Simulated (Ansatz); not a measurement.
## Au(111) with 4 thermally displaced layers, 2x2: scattering by thermal displacements

Wanted: the phonon-limited resistivity of Au at 800 K by the Landauer route.

Main program and level: Ansatz 0.2.0; Ansatz plane-wave DFT, PBE, PAW files; ballistic transport by layer matching (Landauer), zero bias; PAW set soft_1.

## (1) Set-up

The cell holds 40 atoms: 40 Au. Its edges and angles: a = 5.768 Å, b = 5.768 Å, c = 23.605 Å, α = 93.5°, β = 86.5°, γ = 120.0°. It derives from Au. Regions: lead, 24 atoms (24 Au); scattering region, 16 atoms (16 Au). The structure is stacked along c, and the current runs across the ab planes.

## (2) With 4 displaced layers

Each atom of 4 layers is moved at random, by amounts drawn from a normal law 0.1474 Å wide in each direction from the Debye model (165 K) at 800 K. The layers about the cell's end stay perfect and serve as the lead. Disorder leaves little or no symmetry, which makes such runs dear. Energies from -0.05 to 0.05 eV in steps of 0.05 eV are too few for the program's thermal sum, so it prints no conductance; for a metal the transmission near the Fermi level serves, at a fraction of the cost.

The input, input.yaml:

```yaml
crystal:
  lattice:
    - [5.7675164607, 0.0, 0.0]
    - [-2.8837582304, 4.9948157718, 0.0]
    - [1.4418791152, -0.8324692953, 23.5457873532]
  atoms:
    - { symbol: Au, position: [0.9916666667, 0.0083333333, 0.05] }
    - { symbol: Au, position: [0.9916666667, 0.5083333333, 0.05] }
    - { symbol: Au, position: [0.4916666667, 0.0083333333, 0.05] }
    - { symbol: Au, position: [0.4916666667, 0.5083333333, 0.05] }
    - { symbol: Au, position: [0.1416666667, 0.3583333333, 0.15] }
    - { symbol: Au, position: [0.1416666667, 0.8583333333, 0.15] }
    - { symbol: Au, position: [0.6416666667, 0.3583333333, 0.15] }
    - { symbol: Au, position: [0.6416666667, 0.8583333333, 0.15] }
    - { symbol: Au, position: [0.2916666667, 0.2083333333, 0.25] }
    - { symbol: Au, position: [0.2916666667, 0.7083333333, 0.25] }
    - { symbol: Au, position: [0.7916666667, 0.2083333333, 0.25] }
    - { symbol: Au, position: [0.7916666667, 0.7083333333, 0.25] }
    - { symbol: Au, position: [0.9613304004, 0.0997469881, 0.3576685718] }
    - { symbol: Au, position: [0.9247747886, 0.5489878231, 0.3466977922] }
    - { symbol: Au, position: [0.454623381, 0.0574579192, 0.3546766126] }
    - { symbol: Au, position: [0.4176650886, 0.6044723935, 0.3493961915] }
    - { symbol: Au, position: [0.1074388858, 0.4039066958, 0.4476262803] }
    - { symbol: Au, position: [0.1158847812, 0.9324590769, 0.4487318624] }
    - { symbol: Au, position: [0.5987892111, 0.4276647737, 0.4445503757] }
    - { symbol: Au, position: [0.5594844994, 0.9192921918, 0.4458012626] }
    - { symbol: Au, position: [0.1810519447, 0.2338170006, 0.5470721452] }
    - { symbol: Au, position: [0.1891008414, 0.7143186307, 0.5502294072] }
    - { symbol: Au, position: [0.7619378454, 0.2506759899, 0.5453439851] }
    - { symbol: Au, position: [0.7624064147, 0.77919084, 0.5481214883] }
    - { symbol: Au, position: [0.9211968962, 0.1388998297, 0.6487041455] }
    - { symbol: Au, position: [0.8757437084, 0.6188532422, 0.6515500038] }
    - { symbol: Au, position: [0.4014869735, 0.0697260187, 0.645857321] }
    - { symbol: Au, position: [0.3445177719, 0.5572825004, 0.650791668] }
    - { symbol: Au, position: [0.0416666667, 0.4583333333, 0.75] }
    - { symbol: Au, position: [0.0416666667, 0.9583333333, 0.75] }
    - { symbol: Au, position: [0.5416666667, 0.4583333333, 0.75] }
    - { symbol: Au, position: [0.5416666667, 0.9583333333, 0.75] }
    - { symbol: Au, position: [0.1916666667, 0.3083333333, 0.85] }
    - { symbol: Au, position: [0.1916666667, 0.8083333333, 0.85] }
    - { symbol: Au, position: [0.6916666667, 0.3083333333, 0.85] }
    - { symbol: Au, position: [0.6916666667, 0.8083333333, 0.85] }
    - { symbol: Au, position: [0.8416666667, 0.1583333333, 0.95] }
    - { symbol: Au, position: [0.8416666667, 0.6583333333, 0.95] }
    - { symbol: Au, position: [0.3416666667, 0.1583333333, 0.95] }
    - { symbol: Au, position: [0.3416666667, 0.6583333333, 0.95] }
kpoints:
  mp_grid: { grid: [5, 5, 1] }
hamiltonian:
  xc: pbe
  pseudopotentials: { kind: paw, azcp: { folder: soft_1 } }
scf:
  occupations: { method: fermi_dirac, width: 0.1 }
output:
  transmission:
    leads: [[0, 4]]
    kmesh: [10, 10]
    e_range: [-0.05, 0.05]
    de: 0.05
  write_potential: true
  write_density: true
  volumetric_format: npy
```

Launch:

```
$ ansatz run input.yaml --threads 4 --pin off --max-ram 15360MiB --backend cpu --events-out ev --progress --plain --runs-dir out
```

Numbers of over 12 decimals in the logs are rounded to 6 here.

The program printed:

```text
Engine: ansatz 0.2.0, aarch64-unknown-linux-gnu
Pseudopotentials: kind: paw
Pseudopotential: Au, paw, valence charge 19, recommended cutoff 420 eV (normal), soft_1/Au.paw.azcp
Functional definition: PBE
  parameter kappa = 0.804
  parameter beta = 0.066725
  exchange = pbe_x(kappa = kappa, mu = beta*pi^2/3)
  correlation = pbe_c(beta = beta)
Crystal: 40 atoms, lattice volume = 678.300 Å³
Basis set: ecut = 420 eV, 13321 PW (Γ)
Bands: 456, of which v1, the nominal top of the filled ones, is band 380 counted from 1 (379 counted from 0)
Symmetry: 1 space group operations
Space group: P1 (ITA 1), of the structure as read, at distance tolerance 8.8e-5 Å
k-points: 13 of 25 (time reversal used)
Non-local potential: Au, projectors of the file, l = 0: 3, l = 1: 2, l = 2: 2, l = 3: 1
PAW form: soft (Blöchl's): semilocal exchange-correlation on the pseudo side does not see the compensation charge
PAW one-centre angular grid: Au, 590 points (default); XC on 64 Gauss nodes
Initial density: superposition of atomic densities (chi_scale 0.1, normalization cell)
Initial wavefunctions: pseudopotential atomic-orbital guess
Functional: x = pbe(κ = 0.804, μ = 0.219515), c = pbe(β = 0.066725)
SCF iter   1: F=—  HF=-526053.101419 eV  |F-HF|=—  |Δ(HF+E_count)|=         —  Δρ=6.73e-2  dr2=3.37e1  ethr=3.10e-3  ⟨swp⟩=4.0  Hψ=17617  notcnv=0  defer=156
preconditioner: auto → Kerker (q_TF=auto, 2.781 Å⁻¹)  [metal: Δε(μ)=0.035 eV  Ē_g=10.211 eV  σ=0.100 eV  W_gap=0.09  n_scr=260 (ndim 8)  ℏωp=29.9 eV  f_vac=0.000  D(μ)=18.07/eV (n_scr^D=110)]
SCF iter   2: F=—  HF=-526045.094190 eV  |F-HF|=—  |Δ(HF+E_count)|=    8.01e0  Δρ=3.10e-2  dr2=6.95e0  ethr=3.10e-3  ⟨swp⟩=3.0  Hψ=9877  notcnv=0  defer=713
SCF iter   3: F=—  HF=-526043.153604 eV  |F-HF|=—  |Δ(HF+E_count)|=    1.94e0  Δρ=7.38e-3  dr2=2.41e-1  ethr=9.14e-4  ⟨swp⟩=2.0  Hψ=8252  notcnv=0  defer=713
SCF iter   4: F=—  HF=-526043.213678 eV  |F-HF|=—  |Δ(HF+E_count)|=   6.01e-2  Δρ=1.31e-3  dr2=1.38e-2  ethr=3.17e-5  ⟨swp⟩=2.2  Hψ=11776  notcnv=0  defer=713
SCF iter   5: F=—  HF=-526043.217138 eV  |F-HF|=—  |Δ(HF+E_count)|=   3.46e-3  Δρ=3.22e-4  dr2=1.17e-3  ethr=1.81e-6  ⟨swp⟩=2.5  Hψ=8073  notcnv=0  defer=713
SCF iter   6: F=—  HF=-526043.217190 eV  |F-HF|=—  |Δ(HF+E_count)|=   5.19e-5  Δρ=1.17e-4  dr2=6.50e-4  ethr=1.54e-7  ⟨swp⟩=2.2  Hψ=7784  notcnv=0  defer=713
SCF iter   7: F=—  HF=-526043.217191 eV  |F-HF|=—  |Δ(HF+E_count)|=   1.47e-6  Δρ=4.91e-5  dr2=5.40e-5  ethr=8.55e-8  ⟨swp⟩=1.0  Hψ=5213  notcnv=0  defer=713
SCF iter   8: F=—  HF=-526043.217561 eV  |F-HF|=—  |Δ(HF+E_count)|=   3.70e-4  Δρ=1.15e-5  dr2=8.06e-6  ethr=7.10e-9  ⟨swp⟩=2.5  Hψ=9463  notcnv=0  defer=713
SCF iter   9: F=—  HF=-526043.217561 eV  |F-HF|=—  |Δ(HF+E_count)|=   1.44e-8  Δρ=4.20e-6  dr2=4.84e-7  ethr=1.06e-9  ⟨swp⟩=1.0  Hψ=5213  notcnv=0  defer=713
SCF iter  10: F=-526043.217561 eV  HF=-526043.217561 eV  |F-HF|=6.80e-8  |Δ(HF+E_count)|=   2.08e-8  Δρ=1.71e-6  dr2=7.96e-8  ethr=1.32e-11  ⟨swp⟩=8.2  Hψ=21990  notcnv=0
SCF 1 converged in 10 iterations: F = -526043.217561 eV  dr2 = 7.96e-8
  greatest PAW one-centre occupation: 1.000 electrons in one spin orbital (limit 2), on the Au atom at site 8 (counted from 0), in its partial waves of l = 0
transmission: 162 of 1560 steps passed
transmission: 315 of 1560 steps passed
[...]
transmission: 1560 of 1560 steps passed
SCF converged after 10 iterations
Free energy (F): -526043.217561 eV
Harris-Foulkes:  -526043.217561 eV  (|F-HF|=6.80e-8)
Internal energy: -526042.744119 eV  (E = F + TS)
E sigma→0 (E₀):  -526042.980840 eV
Entropy (-TS):   -0.473442 eV (-11.836 meV/atom)
Fermi energy:    20.739158 eV
--- Per-component energies (eV) ---
  E_band       = -8255.145586
  E_kinetic    = 23157.810251
  E_local      = -68758.641474  (includes V_loc(G=0)·N_el)
  E_nonlocal   = 3922.592272
  E_hartree    = 29876.700685
  E_xc         = -8629.051586
  E_vxc        = -10482.567140  (∫ρ·V_xc dr)
  E_paw        = -389266.804220  (= ΣΔE_a)
  E_vpaw       = -15847.804637  (= ΣTr[D̂ρ^β])
  E_aug_tail   = 0.066601  (compensation charges beyond the density's cutoff)
  E_ewald      = -116345.416649
  E_smearing   = -0.473442  (= −TS)
  E_closure    = -0.000000  (closes the sum)
  Σ components = -526043.217561   (vs F -526043.217561, Δ=0.00e0)
--- Band table (eV; the first three rows and the last of 13) ---
  k-point 0: bands = [... 376 lower, 20.8127, 21.1905, 21.2080, 21.2686, 21.3360, 21.4903, 21.5338, 21.6335, ... 72 higher]
  k-point 1: bands = [... 376 lower, 20.3671, 20.4527, 20.5352, 20.6739, 20.7771, 20.8647, 20.9825, 21.0592, ... 72 higher]
  k-point 2: bands = [... 376 lower, 20.5087, 20.5283, 20.5622, 20.6390, 20.6941, 20.8185, 20.9367, 21.0671, ... 72 higher]
  k-point 12: bands = [... 376 lower, 19.5428, 20.2359, 20.3630, 20.6773, 20.7710, 20.8416, 21.2540, 22.2217, ... 72 higher]
--- Transmission ---
  basis      : 253 plane waves across, 30 finite elements along
  points     : 52, standing for a mesh of 10 x 10
  energies   : 3 from -0.050000 to 0.050000 eV about the Fermi level, 0.050000 eV apart; the leads are filled to 0.000000 eV, and channels, transmission and decay are at 0.000000 eV
  crystal 0  : Au4, at the sites [0, 4], period 2.3546 Å, over 14.13 Å; its Hamiltonian steps by up to 7.3 meV
    offset         : up to 0.0000 Å between an atom of the period and one for which it stands
    channels       : 3.210000e0 a spin
    conductance    : none, the energies end too early or step too widely for 300 K: set another output.transmission.e_range or a lower de, or, where they end at an eighth of basis.ecutwfc, a higher one
  junction   : crystal 0 to crystal 0, 0.70 to 21.89 Å
    transmission   : 3.008115e0 a spin
    conductance    : none, the energies end too early or step too widely for 300 K: set another output.transmission.e_range or a lower de, or, where they end at an eighth of basis.ecutwfc, a higher one
```

The job ended after 13 min (4 threads of Arm Neoverse V1, shared host; peak memory 6.5 GiB).

Numbers from this step:

```
free energy                                    : -526043.2176 eV
energy at zero smearing                        : -526042.9808 eV
Fermi energy                                   : 20.74 eV
cell area                                      : 28.81 Å²
transmission per spin nearest the Fermi level  : 3.008
open channels per spin nearest the Fermi level : 3.21
step of the lead's potential                   : 7.3 meV
```

Per spin. Transmission, zone mean against energy, zero at the Fermi level:

```tsv
energy (eV)	transmission, zone mean
-0.0500	2.99
0.0000	3.01
0.0500	3.02
```

Per spin. The open channels, zone mean, lead stays at 3.21 for energy from -0.05 to 0.05 eV.

Transmission over k1 and k2. At 0.0000 eV from the Fermi level.

Ten even steps from '0' (2.35) to '9' (3.54):
```
5955474555
5595475555
5558475555
4554104554
9998121899
4455401455
5555574855
5555574595
5555474559
9555474555
```
Columns: k1 (b1) from -0.5 to 0.4; rows upwards: k2 (b2) from -0.5 to 0.4.

Open channels over k1 and k2. At 0.0000 eV from the Fermi level.

Values, 10 rows by 10 columns:
```
3.00 4.00 3.00 3.00 3.00 4.00 3.00 3.00 3.00 3.00
3.00 3.00 4.00 3.00 3.00 4.00 3.00 3.00 3.00 3.00
3.00 3.00 3.00 4.00 3.00 4.00 3.00 3.00 3.00 3.00
3.00 3.00 3.00 3.00 3.00 3.00 3.00 3.00 3.00 3.00
4.00 4.00 4.00 4.00 3.00 3.00 3.00 4.00 4.00 4.00
3.00 3.00 3.00 3.00 3.00 3.00 3.00 3.00 3.00 3.00
3.00 3.00 3.00 3.00 3.00 4.00 3.00 4.00 3.00 3.00
3.00 3.00 3.00 3.00 3.00 4.00 3.00 3.00 4.00 3.00
3.00 3.00 3.00 3.00 3.00 4.00 3.00 3.00 3.00 4.00
4.00 3.00 3.00 3.00 3.00 4.00 3.00 3.00 3.00 3.00
```
Columns: k1 (b1) from -0.5 to 0.4; rows upwards: k2 (b2) from -0.5 to 0.4.

Over the solved energies the transmission per spin lies between 2.99 and 3.02, out of 3.21 channels of the lead on average (up to 3.21).

## (3) With 8 displaced layers

Each atom of 8 layers is moved at random, by amounts drawn from a normal law 0.1474 Å wide in each direction from the Debye model (165 K) at 800 K. A fresh draw is used; the growth of the resistance with length is what counts.

System of this step: Au(111) with 8 thermally displaced layers, 2x2. The cell holds 56 atoms: 56 Au. Its edges and angles: a = 5.768 Å, b = 5.768 Å, c = 33.006 Å, α = 87.5°, β = 92.5°, γ = 120.0°. It derives from Au. Regions: lead, 24 atoms (24 Au); scattering region, 32 atoms (32 Au). The structure is stacked along c, and the current runs across the ab planes.

The input, input.yaml:

```yaml
crystal:
  lattice:
    - [5.7675164607, 0.0, 0.0]
    - [-2.8837582304, 4.9948157718, 0.0]
    - [-1.4418791152, 0.8324692953, 32.9641022945]
  atoms:
    - { symbol: Au, position: [0.005952381, 0.994047619, 0.0357142857] }
    - { symbol: Au, position: [0.005952381, 0.494047619, 0.0357142857] }
    - { symbol: Au, position: [0.505952381, 0.994047619, 0.0357142857] }
    - { symbol: Au, position: [0.505952381, 0.494047619, 0.0357142857] }
    - { symbol: Au, position: [0.1845238095, 0.3154761905, 0.1071428571] }
    - { symbol: Au, position: [0.1845238095, 0.8154761905, 0.1071428571] }
    - { symbol: Au, position: [0.6845238095, 0.3154761905, 0.1071428571] }
    - { symbol: Au, position: [0.6845238095, 0.8154761905, 0.1071428571] }
    - { symbol: Au, position: [0.3630952381, 0.1369047619, 0.1785714286] }
    - { symbol: Au, position: [0.3630952381, 0.6369047619, 0.1785714286] }
    - { symbol: Au, position: [0.8630952381, 0.1369047619, 0.1785714286] }
    - { symbol: Au, position: [0.8630952381, 0.6369047619, 0.1785714286] }
    - { symbol: Au, position: [0.0452880891, 0.9354936452, 0.256197291] }
    - { symbol: Au, position: [0.0722355766, 0.4765521163, 0.2517966305] }
    - { symbol: Au, position: [0.5468955379, 0.9185597586, 0.2527457935] }
    - { symbol: Au, position: [0.5312449682, 0.405897044, 0.2515520882] }
    - { symbol: Au, position: [0.225043512, 0.3031573312, 0.3194648707] }
    - { symbol: Au, position: [0.2241785971, 0.790535004, 0.3175095009] }
    - { symbol: Au, position: [0.7343576726, 0.2762966109, 0.3236311944] }
    - { symbol: Au, position: [0.7233804634, 0.8113721024, 0.3241353305] }
    - { symbol: Au, position: [0.404524531, 0.1189048649, 0.3984913837] }
    - { symbol: Au, position: [0.422031009, 0.5540850487, 0.39680694] }
    - { symbol: Au, position: [0.9085621688, 0.099170378, 0.3883548452] }
    - { symbol: Au, position: [0.9127475851, 0.5635252472, 0.3953928001] }
    - { symbol: Au, position: [0.0868256697, 0.8756272384, 0.4629327066] }
    - { symbol: Au, position: [0.0486449254, 0.4286939356, 0.4710587401] }
    - { symbol: Au, position: [0.6024370999, 0.8705631613, 0.4617142613] }
    - { symbol: Au, position: [0.6189883401, 0.4689232873, 0.4661695742] }
    - { symbol: Au, position: [0.2412517585, 0.2528304143, 0.5356399565] }
    - { symbol: Au, position: [0.2401932854, 0.7220796252, 0.5374463006] }
    - { symbol: Au, position: [0.7622849719, 0.2414682635, 0.5347227889] }
    - { symbol: Au, position: [0.7168309275, 0.7287979053, 0.5411101183] }
    - { symbol: Au, position: [0.4093996808, 0.0219860465, 0.6131111376] }
    - { symbol: Au, position: [0.479237383, 0.6276538293, 0.6074224421] }
    - { symbol: Au, position: [0.9023515134, 0.0217593689, 0.6130637094] }
    - { symbol: Au, position: [0.9876086132, 0.5417270683, 0.6042487649] }
    - { symbol: Au, position: [0.1158789581, 0.8625972003, 0.6773613593] }
    - { symbol: Au, position: [0.1078016574, 0.3917547032, 0.6834679918] }
    - { symbol: Au, position: [0.6269080452, 0.9143411491, 0.6766934802] }
    - { symbol: Au, position: [0.5888368266, 0.3248717409, 0.6720865521] }
    - { symbol: Au, position: [0.3037347066, 0.1904816635, 0.752593663] }
    - { symbol: Au, position: [0.3256502603, 0.7467577609, 0.7536310305] }
    - { symbol: Au, position: [0.8154948, 0.2055576517, 0.7468769274] }
    - { symbol: Au, position: [0.7649212983, 0.6947699707, 0.744946852] }
    - { symbol: Au, position: [0.4702380952, 0.0297619048, 0.8214285714] }
    - { symbol: Au, position: [0.4702380952, 0.5297619048, 0.8214285714] }
    - { symbol: Au, position: [0.9702380952, 0.0297619048, 0.8214285714] }
    - { symbol: Au, position: [0.9702380952, 0.5297619048, 0.8214285714] }
    - { symbol: Au, position: [0.1488095238, 0.8511904762, 0.8928571429] }
    - { symbol: Au, position: [0.1488095238, 0.3511904762, 0.8928571429] }
    - { symbol: Au, position: [0.6488095238, 0.8511904762, 0.8928571429] }
    - { symbol: Au, position: [0.6488095238, 0.3511904762, 0.8928571429] }
    - { symbol: Au, position: [0.3273809524, 0.1726190476, 0.9642857143] }
    - { symbol: Au, position: [0.3273809524, 0.6726190476, 0.9642857143] }
    - { symbol: Au, position: [0.8273809524, 0.1726190476, 0.9642857143] }
    - { symbol: Au, position: [0.8273809524, 0.6726190476, 0.9642857143] }
kpoints:
  mp_grid: { grid: [5, 5, 1] }
hamiltonian:
  xc: pbe
  pseudopotentials: { kind: paw, azcp: { folder: soft_1 } }
scf:
  occupations: { method: fermi_dirac, width: 0.1 }
output:
  transmission:
    leads: [[0, 4]]
    kmesh: [10, 10]
    e_range: [-0.05, 0.05]
    de: 0.05
  write_potential: true
  write_density: true
  volumetric_format: npy
```

The program printed:

```text
[...]
Crystal: 56 atoms, lattice volume = 949.619 Å³
Basis set: ecut = 420 eV, 18659 PW (Γ)
Bands: 639, of which v1, the nominal top of the filled ones, is band 532 counted from 1 (531 counted from 0)
Symmetry: 1 space group operations
[...]
k-points: 13 of 25 (time reversal used)
[...]
SCF iter   1: F=—  HF=-736470.167658 eV  |F-HF|=—  |Δ(HF+E_count)|=         —  Δρ=6.71e-2  dr2=4.69e1  ethr=3.10e-3  ⟨swp⟩=4.0  Hψ=24670  notcnv=0  defer=267
[...]
SCF iter  11: F=-736456.410280 eV  HF=-736456.410280 eV  |F-HF|=3.41e-8  |Δ(HF+E_count)|=   3.61e-9  Δρ=8.89e-7  dr2=3.94e-8  ethr=9.40e-12  ⟨swp⟩=8.5  Hψ=30716  notcnv=0
SCF 1 converged in 11 iterations: F = -736456.410280 eV  dr2 = 3.94e-8
[...]
transmission: 230 of 2288 steps passed
transmission: 458 of 2288 steps passed
[...]
transmission: 2288 of 2288 steps passed
SCF converged after 11 iterations
Free energy (F): -736456.410280 eV
[...]
Internal energy: -736455.744335 eV  (E = F + TS)
E sigma→0 (E₀):  -736456.077308 eV
Entropy (-TS):   -0.665945 eV (-11.892 meV/atom)
Fermi energy:    20.735140 eV
[...]
--- Band table (eV; the first three rows and the last of 13) ---
  k-point 0: bands = [... 528 lower, 20.9369, 21.0895, 21.2309, 21.3083, 21.3261, 21.4124, 21.5008, 21.5371, ... 103 higher]
  k-point 1: bands = [... 528 lower, 20.4552, 20.5019, 20.6147, 20.6832, 20.7747, 20.7969, 20.8346, 20.9255, ... 103 higher]
  k-point 2: bands = [... 528 lower, 20.5103, 20.5376, 20.5806, 20.6673, 20.7451, 20.7901, 20.8788, 20.9966, ... 103 higher]
  k-point 12: bands = [... 528 lower, 19.8978, 19.9750, 20.1834, 20.7889, 20.9573, 21.1276, 21.1819, 21.3261, ... 103 higher]
--- Transmission ---
  basis      : 253 plane waves across, 44 finite elements along
  points     : 52, standing for a mesh of 10 x 10
[...]
channels       : 3.210000e0 a spin
[...]
junction   : crystal 0 to crystal 0, 0.70 to 31.31 Å
    transmission   : 2.772430e0 a spin
[...]
```

The job ended after 24 min (4 threads; peak memory 8.1 GiB; 1.5 h of CPU time).

Numbers from this step:

| Item | Value |
| --- | --- |
| free energy | -736456.4103 eV |
| energy at zero smearing | -736456.0773 eV |
| transmission per spin nearest the Fermi level | 2.772 |
| step of the lead's potential | 7.6 meV |

Per spin. Transmission, zone mean against energy, zero at the Fermi level:

```tsv
energy (eV)	transmission, zone mean
-0.0500	2.75
0.0000	2.77
0.0500	2.79
```

Over the solved energies the transmission per spin lies between 2.75 and 2.79, out of 3.21 channels of the lead on average (up to 3.21).

(Part 1 of 2 ends here.)

[Logs are printed without paths, hosts, clocks, repeated set-up lines and the standing remarks that a program may print on its own settings, such as how far it seeks lower states.]

[Hosts, paths, dates, database ids (printed as entryN), source tags and the programs' standing remarks are cut or masked in the printed files.]
